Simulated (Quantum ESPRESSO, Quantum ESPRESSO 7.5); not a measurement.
## Ba(110): thickness series by an ASE script

How thick must a slab of Ba(110) be?

Method: plane-wave DFT, PBE, GBRV ultrasoft pseudopotentials, in Quantum ESPRESSO 7.5.

Experimental background.

For Ba (polycrystalline sample, no single face), “Anisotropic work function of elemental crystals” (2019, arxiv:1902.07811) quotes earlier work: work function, loosely compared (polycrystalline sample, no single face) 2.53 eV.

### Step 1. The structure

The cell holds 8 atoms: 8 Ba. Cell: a = 4.347 Å, b = 4.347 Å, c = 39.848 Å, α = 90.0°, β = 90.0°, γ = 70.5°. It derives from Ba. Vacuum lies along c.

As a file:

```cif
data_structure
_symmetry_space_group_name_H-M 'P 1'
_symmetry_Int_Tables_number 1
_cell_length_a 4.3474
_cell_length_b 4.3474
_cell_length_c 39.8477
_cell_angle_alpha 90.000
_cell_angle_beta 90.000
_cell_angle_gamma 70.529
_cell_volume 710.06
loop_
_atom_site_label
_atom_site_type_symbol
_atom_site_fract_x
_atom_site_fract_y
_atom_site_fract_z
_atom_site_occupancy
Ba1 Ba 0.00000 0.00000 0.18822 1
Ba2 Ba 0.50000 0.50000 0.27730 1
Ba3 Ba 0.00000 0.00000 0.36638 1
Ba4 Ba 0.50000 0.50000 0.45546 1
Ba5 Ba 0.00000 0.00000 0.54454 1
Ba6 Ba 0.50000 0.50000 0.63362 1
Ba7 Ba 0.00000 0.00000 0.72270 1
Ba8 Ba 0.50000 0.50000 0.81178 1
```

### Step 2. The script

ASE writes the inputs, starts pw.x and reads the results. Under ESM bc1 the zero of energy of a symmetric slab is the vacuum, so the work function is minus the Fermi level.

Input file run.py:

```python
import json
import numpy as np
from ase.build import bcc110
from ase.calculators.espresso import Espresso, EspressoProfile

profile = EspressoProfile(command='mpirun -n 4 pw.x -nk 4', pseudo_dir='../pseudo')
pseudopotentials = {'Ba': 'ba_pbe_v1.uspp.F.UPF'}
system = {'ecutwfc': 40, 'ecutrho': 200, 'occupations': 'smearing', 'smearing': 'mv', 'degauss': 0.02}


def calculator(name, kpts, **extra):
    data = dict(control=dict(tprnfor=True, verbosity='high', disk_io='none'),
                system=system | extra,
                electrons=dict(conv_thr=1e-07, mixing_beta=0.4, mixing_mode='local-TF',
                               electron_maxstep=100))
    return Espresso(profile=profile, directory=name, pseudopotentials=pseudopotentials, kpts=kpts, input_data=data)


def centre(atoms):
    z = atoms.positions[:, 2]
    atoms.positions[:, 2] -= (z.max() + z.min()) / 2  # ESM wants the slab about z = 0
    return atoms


rows = []
for n in [3, 4, 5, 6, 7, 8]:
    slab = centre(bcc110('Ba', size=(1, 1, n), a=5.02, vacuum=7.5, periodic=True))
    slab.set_initial_magnetic_moments([0.0] * n)
    slab.calc = calculator(f'n{n}', (8, 8, 1), assume_isolated='esm', esm_bc='bc1')
    energy = slab.get_potential_energy()
    work = -slab.calc.get_fermi_level()
    force = slab.get_forces()[-1, 2]
    rows.append([n, energy, work, force])
    print(f'{n} layers: E = {energy:.5f} eV, work function {work:.3f} eV, force on the top atom {force:+.3f} eV/A')

n, energy = np.array(rows)[:, :2].T
slope, offset = np.polyfit(n[1:], energy[1:], 1)
area = np.linalg.norm(np.cross(*slab.cell[:2]))
gamma = offset / (2 * area) * 16.0218
print(f'bulk energy from the slope {slope:.5f} eV an atom; unrelaxed surface energy {gamma:.3f} J/m^2')
json.dump(dict(rows=rows, slope=slope, gamma=gamma), open('result.json', 'w'))
```

Launch:

```bash
$ OMP_NUM_THREADS=1 python run.py
```

What it wrote:

```text
3 layers: E = -2867.85917 eV, work function 2.419 eV, force on the top atom -0.049 eV/A
4 layers: E = -3824.04671 eV, work function 2.413 eV, force on the top atom -0.057 eV/A
5 layers: E = -4780.23308 eV, work function 2.410 eV, force on the top atom -0.075 eV/A
6 layers: E = -5736.41902 eV, work function 2.411 eV, force on the top atom -0.058 eV/A
7 layers: E = -6692.60500 eV, work function 2.412 eV, force on the top atom -0.049 eV/A
8 layers: E = -7648.79109 eV, work function 2.413 eV, force on the top atom -0.049 eV/A
bulk energy from the slope -956.18607 eV an atom; unrelaxed surface energy 0.314 J/m^2
```

The job ended after 38 min (4 MPI ranks of Arm Neoverse V2, shared host; peak memory 2.8 GiB; 2.5 h of CPU time).

The input that ASE wrote for the first run, and its log:

```
&CONTROL
   verbosity        = 'high'
   tprnfor          = .true.
   disk_io          = 'none'
   pseudo_dir       = '../pseudo'
/
&SYSTEM
   ecutwfc          = 40
   ecutrho          = 200
   occupations      = 'smearing'
   degauss          = 0.02
   smearing         = 'mv'
   assume_isolated  = 'esm'
   esm_bc           = 'bc1'
   ntyp             = 1
   nat              = 3
   ibrav            = 0
/
&ELECTRONS
   electron_maxstep = 100
   conv_thr         = 1e-07
   mixing_mode      = 'local-TF'
   mixing_beta      = 0.4
/
&IONS
/
&CELL
/
&FCP
/
&RISM
/
ATOMIC_SPECIES
Ba 137.327 ba_pbe_v1.uspp.F.UPF

K_POINTS automatic
8 8 1  0 0 0

CELL_PARAMETERS angstrom
5.02000000000000 0.00000000000000 0.00000000000000
2.51000000000000 3.54967604155647 0.00000000000000
0.00000000000000 0.00000000000000 22.09935208311294

ATOMIC_POSITIONS angstrom
Ba 0.0000000000 0.0000000000 -3.5496760416  
Ba 0.0000000000 3.5496760416 0.0000000000  
Ba 0.0000000000 0.0000000000 3.5496760416
```

```text
Program PWSCF v.7.5 starts
[citation notice left out]

     Parallel version (MPI & OpenMP), running on       4 processor cores
     Number of MPI processes:                 4
     Threads/MPI process:                     1

     MPI processes distributed on     1 nodes
[... 1 line left out ...]

Warning: card &CELL ignored
Warning: card &FCP ignored
Warning: card &RISM ignored

     Current dimensions of program PWSCF are:
     Max number of different atomic species (ntypx) = 10
     Max number of k-points (npk) =  40000
     Max angular momentum in pseudopotentials (lmaxx) =  4
     Message from routine setup:
     using ibrav=0 with symmetry is DISCOURAGED, use correct ibrav instead

     K-points division:     npool     =       4
     Subspace diagonalization in iterative solution of the eigenvalue problem:
     a serial algorithm will be used

     G-vector sticks info
     --------------------
     sticks:   dense  smooth     PW     G-vecs:    dense   smooth      PW
     Sum        1019     809    249               126981    90873   15473

     Using Slab Decomposition

     bravais-lattice index     =            0
     lattice parameter (alat)  =       9.4864  a.u.
     unit-cell volume          =    2657.4713 (a.u.)^3
     number of atoms/cell      =            3
     number of atomic types    =            1
     number of electrons       =        30.00
     number of Kohn-Sham states=           19
     kinetic-energy cutoff     =      40.0000  Ry
     charge density cutoff     =     200.0000  Ry
     scf convergence threshold =      1.0E-07
     mixing beta               =       0.4000
     number of iterations used =            8  local-TF  mixing
     Exchange-correlation= SLA  PW   PBE  PBE
                           (   1   4   3   4   0   0   0)

     Effective Screening Medium Method
     =================================
     Boundary Conditions: Vacuum-Slab-Vacuum
     total charge in unit cell        =   0.0000
     grid points for fit at edges     =        4

[... 10 lines left out ...]
     PseudoPot. # 1 for Ba read from file:
     ../pseudo/ba_pbe_v1.uspp.F.UPF
     Pseudo is Ultrasoft + core correction, Zval = 10.0
     Generated by new atomic code, or converted to UPF format
     Using radial grid of  907 points,  7 beta functions with:
                l(1) =   0
                l(2) =   0
                l(3) =   1
                l(4) =   1
                l(5) =   2
                l(6) =   2
                l(7) =   3
     Q(r) pseudized with  6 coefficients,  rinner =    1.700   1.700   1.700
                                                       1.700   1.700   1.700
                                                       1.700

     atomic species   valence    mass     pseudopotential
     Ba               10.00   137.32700     Ba( 1.00)

      8 Sym. Ops., with inversion, found

[... 627 lines left out ...]

          k = 0.0000 0.0000 0.0000 ( 11397 PWs)   bands (ev):

   -31.6927 -31.6923 -31.2355 -16.9830 -16.9419 -16.6835 -16.6776 -16.6276
   -16.6276 -16.3944 -16.2744 -16.2071  -4.9530  -4.3465  -3.6015  -2.0510
    -1.9364  -1.7096  -1.4902

     occupation numbers
     1.0000   1.0000   1.0000   1.0000   1.0000   1.0000   1.0000   1.0000
     1.0000   1.0000   1.0000   1.0000   1.0000   1.0000   1.0000   0.0075
     0.0011   0.0000   0.0000

[... 160 lines left out ...]

     the Fermi energy is    -2.4191 ev

!    total energy              =    -210.78377987 Ry
     estimated scf accuracy    <       0.00000001 Ry
     smearing contrib. (-TS)   =       0.00153819 Ry
     internal energy E=F+TS    =    -210.78531806 Ry

     The total energy is F=E-TS. E is the sum of the following terms:
     one-electron contribution =    1105.35521294 Ry
     hartree contribution      =    -555.66667715 Ry
     xc contribution           =     -82.73778659 Ry
     ewald contribution        =    -677.73606725 Ry

     convergence has been achieved in  32 iterations

     negative rho (up, down):  2.680E-01 0.000E+00

     Forces acting on atoms (cartesian axes, Ry/au):

     atom    1 type  1   force =     0.00000000    0.00000000    0.00190504
     atom    2 type  1   force =     0.00000000    0.00000000    0.00000000
     atom    3 type  1   force =     0.00000000    0.00000000   -0.00190504
     The non-local contrib.  to forces
     atom    1 type  1   force =     0.00000000    0.00000000   -0.05001124
     atom    2 type  1   force =     0.00000000    0.00000000    0.00000000
     atom    3 type  1   force =     0.00000000    0.00000000    0.05001124
     The ionic contribution  to forces
     atom    1 type  1   force =     0.00000000    0.00000000  -39.23340688
     atom    2 type  1   force =    -0.00000000   -0.00000000    0.00000000
     atom    3 type  1   force =     0.00000000    0.00000000   39.23340688
     The local contribution  to forces
     atom    1 type  1   force =    -0.00000000    0.00000000   39.28635002
     atom    2 type  1   force =    -0.00000000   -0.00000000   -0.00000881
     atom    3 type  1   force =    -0.00000000   -0.00000000  -39.28636765
     The core correction contribution to forces
     atom    1 type  1   force =    -0.00000000    0.00000000   -0.00085981
     atom    2 type  1   force =     0.00000000    0.00000000    0.00000000
     atom    3 type  1   force =    -0.00000000    0.00000000    0.00085981
     The Hubbard contrib.    to forces
     atom    1 type  1   force =     0.00000000    0.00000000    0.00000000
     atom    2 type  1   force =     0.00000000    0.00000000    0.00000000
     atom    3 type  1   force =     0.00000000    0.00000000    0.00000000
     The SCF correction term to forces
     atom    1 type  1   force =     0.00000000   -0.00000000   -0.00017587
     atom    2 type  1   force =     0.00000000    0.00000000   -0.00000000
     atom    3 type  1   force =    -0.00000000   -0.00000000    0.00017587

     Total force =     0.002694     Total SCF correction =     0.000249
     Message from routine punch:
     Nothing written, as per user request (disk_io='none')

[... 1 line left out ...]

[... 1 line left out ...]

[... 1 line left out ...]

[... 3 lines left out ...]

[... 1 line left out ...]

[... 2 lines left out ...]

[... 1 line left out ...]

[... 1 line left out ...]

=------------------------------------------------------------------------------=
   JOB DONE.
=------------------------------------------------------------------------------=
```

Read from the output:

- surface energy: 0.3135 J/m²
- work function of the thickest slab: 2.413 eV

The work function by layers:

```tsv
layers	work function (eV)
3.00	2.42
4.00	2.41
5.00	2.41
6.00	2.41
7.00	2.41
8.00	2.41
```

Table of force on the top atom along the normal by layers:

```tsv
layers	force on the top atom along the normal (eV/Å)
3.00	-0.0490
4.00	-0.0575
5.00	-0.0747
6.00	-0.0577
7.00	-0.0489
8.00	-0.0486
```

Table of energy less the bulk line's slope by layers:

```tsv
layers	energy less the bulk line's slope (meV)
3.00	699
4.00	698
5.00	697
6.00	697
7.00	697
8.00	697
```

### Step 3. Running the series: LDA, GBRV ultrasoft

Level of this step: plane-wave DFT, LDA, GBRV ultrasoft pseudopotentials (Quantum ESPRESSO 7.5).

run.py is the input of step 2 with these lines changed:

```diff
@@ -6,3 +6,3 @@
 profile = EspressoProfile(command='mpirun -n 4 pw.x -nk 4', pseudo_dir='../pseudo')
-pseudopotentials = {'Ba': 'ba_pbe_v1.uspp.F.UPF'}
+pseudopotentials = {'Ba': 'ba_lda_v1.uspp.F.UPF'}
 system = {'ecutwfc': 40, 'ecutrho': 200, 'occupations': 'smearing', 'smearing': 'mv', 'degauss': 0.02}
```

Launch:

```bash
$ OMP_NUM_THREADS=1 python run.py
```

What it wrote:

```text
3 layers: E = -2870.43224 eV, work function 2.585 eV, force on the top atom -0.191 eV/A
4 layers: E = -3827.52345 eV, work function 2.580 eV, force on the top atom -0.196 eV/A
5 layers: E = -4784.61361 eV, work function 2.578 eV, force on the top atom -0.196 eV/A
6 layers: E = -5741.70340 eV, work function 2.578 eV, force on the top atom -0.196 eV/A
7 layers: E = -6698.79323 eV, work function 2.576 eV, force on the top atom -0.205 eV/A
8 layers: E = -7655.88306 eV, work function 2.578 eV, force on the top atom -0.198 eV/A
bulk energy from the slope -957.08988 eV an atom; unrelaxed surface energy 0.376 J/m^2
```

Run time: 34 min. Hardware: 4 MPI ranks; peak memory 2.8 GiB.

This step gave:

- surface energy: 0.3758 J/m²
- work function of the thickest slab: 2.578 eV

Work function against layers:

```tsv
layers	work function (eV)
3.00	2.58
4.00	2.58
5.00	2.58
6.00	2.58
7.00	2.58
8.00	2.58
```

Table of force on the top atom along the normal by layers:

```tsv
layers	force on the top atom along the normal (eV/Å)
3.00	-0.191
4.00	-0.196
5.00	-0.196
6.00	-0.196
7.00	-0.205
8.00	-0.198
```

The energy less the bulk line's slope stays at 836 meV for layers from 3 to 8.

### Step 4. The arithmetic

γ = (E_N − N e_bulk)/(2A). The excess of the thickest slab is 0.697 eV and A = 17.819 Å²: 0.697/(2 × 17.819) × 16.02 = 0.31 J/m² (1 eV/Å² = 16.02 J/m²); the fit's intercept gives 0.31.

### Step 5. What came out

* work function of the thickest slab, PBE, GBRV ultrasoft: 2.41 eV
* unrelaxed surface energy, PBE, GBRV ultrasoft: 0.31 J/m²
* work function of the thickest slab, LDA, GBRV ultrasoft: 2.58 eV
* unrelaxed surface energy, LDA, GBRV ultrasoft: 0.38 J/m²

What this shows: The thickest slab gives a work function of 2.41 eV and the series an unrelaxed surface energy of 0.31 J/m² (PBE, GBRV ultrasoft). The work function swings by 0.01 eV over 3 to 8 layers and by 0.00 eV over the last step; confined states crossing the Fermi level and the finite mesh both contribute. From 3 layers on it stays within 0.1 eV. The force on the top atom of the thickest slab points inwards (0.05 eV/Å). The slabs are cut from the bulk at the tabulated lattice constant and not relaxed; the surface energy comes from a straight line through the energies of all but the thinnest slab.

Calculation against experiment:

| quantity | measured | PBE, GBRV | LDA, GBRV |
| --- | --- | --- | --- |
| work function, loosely compared (polycrystalline sample, no single face) (eV) | 2.53 | 2.41 (-0.12 eV) | 2.58 (+0.05 eV) |

Measured values from arxiv:1902.07811 (2019).

How well it matches: A polycrystal averages over faces, so this is a loose comparison.

[Logs are printed without paths, hosts, clocks, repeated set-up lines and the standing remarks that a program may print on its own settings, such as how far it seeks lower states.]

[Hosts, paths, dates, database ids (printed as entryN), source tags and the programs' standing remarks are cut or masked in the printed files.]

[Maps of the electrostatic potential energy from Ansatz leave out the sawtooth potential of an applied field or a dipole correction, so their vacuum need not be flat; planar profiles and work functions include it.]
